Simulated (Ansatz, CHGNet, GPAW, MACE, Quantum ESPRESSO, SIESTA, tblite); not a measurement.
# SIESTA runs on twisted graphene monolayer on bilayer, 87.80° (78 atoms), part 2 of 2

Wanted: SIESTA inputs and outputs for twisted graphene monolayer on bilayer, 87.80° (78 atoms), checked against a plane-wave reference.

Program: SIESTA 5.4.2; the method stands at each step. Banners, paths, timers and routine set-up lines are dropped from the logs unmarked, and long logs keep their key lines alone; longer cuts are marked. The potentials were converted by us to PSML.

So far. Step 2 (PBE, DZP, shift 0.01 Ry, mesh 300 Ry): Forces lie 11 % from the reference's, at 0.26 times its CPU time (on 2 against 4 cores). Step 3 (PBE, SZ, shift 0.01 Ry, mesh 300 Ry): Against the first run (11 %), the force difference from the reference is 37 %, at 0.23 times the CPU time (on 1 against 2 cores), with 312 basis functions against 1014: the smaller basis costs accuracy.

### 4. PBE, SZP, shift 0.01 Ry, mesh 300 Ry

Method: Kohn-Sham DFT, PBE, PseudoDojo 0.4.1 norm-conserving pseudopotentials (converted to PSML), numerical atomic orbitals (SZP), diagonalisation.

input.fdf

```
SystemLabel cell
NumberOfAtoms 78
NumberOfSpecies 1
%block ChemicalSpeciesLabel
  1 6 C
%endblock ChemicalSpeciesLabel
LatticeConstant 1.0 Ang
%block LatticeVectors
  8.86970 0.00000 0.00000
  -4.43485 7.68139 0.00000
  0.00000 0.00000 20.69000
%endblock LatticeVectors
PAO.BasisSize SZP
PAO.EnergyShift 0.01 Ry
XC.Functional GGA
XC.Authors PBE
MeshCutoff 300 Ry
%block kgrid_Monkhorst_Pack
  1 0 0 0.0
  0 1 0 0.0
  0 0 1 0.0
%endblock kgrid_Monkhorst_Pack
SolutionMethod diagon
OccupationFunction FD
ElectronicTemperature 580 K
SCF.Mixer.Method Pulay
SCF.Mixer.Weight 0.05
SCF.Mixer.History 8
SCF.Mix Hamiltonian
MaxSCFIterations 300
SCF.DM.Tolerance 1e-04
SCF.H.Tolerance 1.0e-3 eV
WriteForces T
Write.HirshfeldPop T
Write.VoronoiPop T
Write.DM F
Write.H F
XML.Write F
AtomicCoordinatesFormat Fractional
%block AtomicCoordinatesAndAtomicSpecies
[... 78 atom lines left out: the same atoms as in the first run ...]
%endblock AtomicCoordinatesAndAtomicSpecies
```

Run with:

```console
$ OMP_NUM_THREADS=1 siesta < input.fdf > output.txt
```

The log of the run:

```text
Version         : 5.4.2
reinit: System Name:
reinit: System Label: cell
initatom: Reading input for the pseudopotentials and atomic orbitals ----------
Species number:   1 Atomic number:    6 Label: C
Ground state valence configuration (from tables):   2s02  2p02  3d00  4f00
---- Processing specs for species: C
GGA--PBE XC_GGA_X_PBE--XC_GGA_C_PBE pb
[... lines left out ...]
        iscf     Eharris(eV)        E_KS(eV)     FreeEng(eV)     dDmax    Ef(eV) dHmax(eV)
[... lines left out ...]
SCF Convergence by DM+H criterion
[... lines left out ...]
SCF cycle converged after 11 iterations
[... lines left out ...]
   Max    5.685816
[... lines left out ...]
   Max    5.685816    constrained
Stress tensor Voigt[x,y,z,yz,xz,xy] (kbar):     -197.50     -169.37        6.54       -0.50       -0.73        9.68
[... lines left out ...]
siesta: FreeEng =    -12679.802024
[... lines left out ...]
siesta:         Fermi =      -5.951976
[... lines left out ...]
siesta: Pressure (static):
siesta:                Solid            Molecule  Units
siesta:           0.00081648          0.00094960  Ry/Bohr**3
siesta:           0.07496587          0.08718870  eV/Ang**3
siesta:         120.10856608        139.69169797  kBar
    Orbital volume contribution        =          24.863898 eV
    (Free)E + p_basis*V_orbitals       =      -12654.938126 eV
    (Free)Eharris+ p_basis*V_orbitals  =      -12654.938127 eV
siesta: Electric dipole (a.u.)  =    0.000000    0.000000    0.006605
siesta: Electric dipole (Debye) =    0.000000    0.000000    0.016787
Hirshfeld Atomic Populations:
Atom #   charge [q] valence [e]  Species
     1     0.004587    3.995413  C
     2    -0.001535    4.001535  C
     3     0.001236    3.998764  C
[...]
--------------------
 Total    -0.000012
Voronoi Atomic Populations:
Atom #   charge [q] valence [e]  Species
[...]
77     0.000601    3.999399  C
    78     0.004453    3.995547  C
--------------------
 Total    -0.000012
```

Elapsed: 1.9 min, on 1 thread of Arm Neoverse V1, shared host; peak memory 0.82 GiB.

Against the reference:

| Quantity | Value |
| --- | --- |
| r.m.s. force component | 1.872 eV/Å |
| r.m.s. difference of force components | 375.3 meV/Å |
| longest difference of force vectors | 1124 meV/Å |
| force difference over r.m.s. force | 23.66 % |
| slope of forces against the reference's | 1.168 |
| correlation of force components | 0.99 |

This is a coarse setting, run to see what it loses.

Against the first run (11 %), the force difference from the reference is 24 %, at 0.70 times the CPU time (on 1 against 2 cores), with 702 basis functions against 1014: the smaller basis costs accuracy.

### 5. The ladder

Differences are against the plane-wave reference, forces as r.m.s. over components; share is that over the reference's r.m.s. force, slope the least-squares factor from reference forces to these. Total energies of different programs have different zeros and aren't compared.

```
                                                 run  Δ force, r.m.s. (meV/Å)  share (%)  slope  cores  CPU time  memory (GiB)
                                           reference                        -          -      -      4    11 min           3.1
         SIESTA PBE, DZP, shift 0.01 Ry, mesh 300 Ry                      178       11.2  1.094      2   2.7 min           1.1
 SIESTA PBE, SZ, shift 0.01 Ry, mesh 300 Ry (coarse)                      588       37.1  1.300      1      38 s          0.51
SIESTA PBE, SZP, shift 0.01 Ry, mesh 300 Ry (coarse)                      375       23.7  1.168      1   1.9 min          0.82
```

Rows marked coarse were listed beforehand as settings not expected to be converged; some can still land near the reference.

CPU time is summed over cores on a shared host, where runs went side by side, so it is rough. Symmetry, cutoffs, thresholds, outputs and thread counts weren't matched or tuned between programs; memory under MPI is the largest rank's times the ranks.

A second geometry, displaced anew (every atom was moved at random, 0.08 Å r.m.s. a Cartesian component), gives an energy difference that all programs can be tested on. The reference puts it at 561.1 meV/atom.

```
                                        run  energy less the first geometry's (meV/atom)  error (meV/atom)  force share at the second geometry (%)
SIESTA PBE, DZP, shift 0.01 Ry, mesh 300 Ry                                        611.8              50.8                                    12.2
 SIESTA PBE, SZ, shift 0.01 Ry, mesh 300 Ry                                        705.8               145                                    32.1
SIESTA PBE, SZP, shift 0.01 Ry, mesh 300 Ry                                        646.6              85.6                                    22.3
```

### 6. Outcome

```yaml
nearest_in_forces: SIESTA PBE, DZP, shift 0.01 Ry, mesh 300 Ry, 11 %
its_cpu_time: 2.7 min
```

The PBE run in local orbitals, coarse settings apart, differs by 11 % (SIESTA PBE, DZP, shift 0.01 Ry, mesh 300 Ry); basis, grid and potentials can all enter. Runs with settings chosen to be coarse differ by 24 % (SIESTA PBE, SZP, shift 0.01 Ry, mesh 300 Ry) to 37 % (SIESTA PBE, SZ, shift 0.01 Ry, mesh 300 Ry), their programs' other errors included. Of the electronic-structure runs that take under half the reference's CPU time, SIESTA PBE, DZP, shift 0.01 Ry, mesh 300 Ry comes nearest, at 11 % in 2.7 min against 11 min. SIESTA PBE, SZ, shift 0.01 Ry, mesh 300 Ry stiffens the forces by a factor of 1.30 while following their directions (correlation 0.986); the slopes of the 3 SIESTA runs lie between 1.09 and 1.30. The energy difference between the two geometries, 561 meV/atom in the reference, is met best by SIESTA PBE, DZP, shift 0.01 Ry, mesh 300 Ry (+50.8) and worst by SIESTA PBE, SZ, shift 0.01 Ry, mesh 300 Ry (coarse) (+145). The reference's PBE has no dispersion term, which matters for the binding between molecules or layers. One k-point is far too coarse for the carbon or group-IV sheet, and it can put spurious forces of up to about 1 eV/Å on the sheet's atoms. The electronic-structure runs sample only Γ, in a cell whose shortest periodic width is 8 Å.

[Also dropped from logs without a mark: logging warnings of Python, and SIESTA's first energy breakdown and zero terms.]

[Logs are printed without paths, hosts, clocks, repeated set-up lines and the standing remarks that a program may print on its own settings, such as how far it seeks lower states.]

[Hosts, paths, dates, database ids (printed as entryN), source tags and the programs' standing remarks are cut or masked in the printed files.]
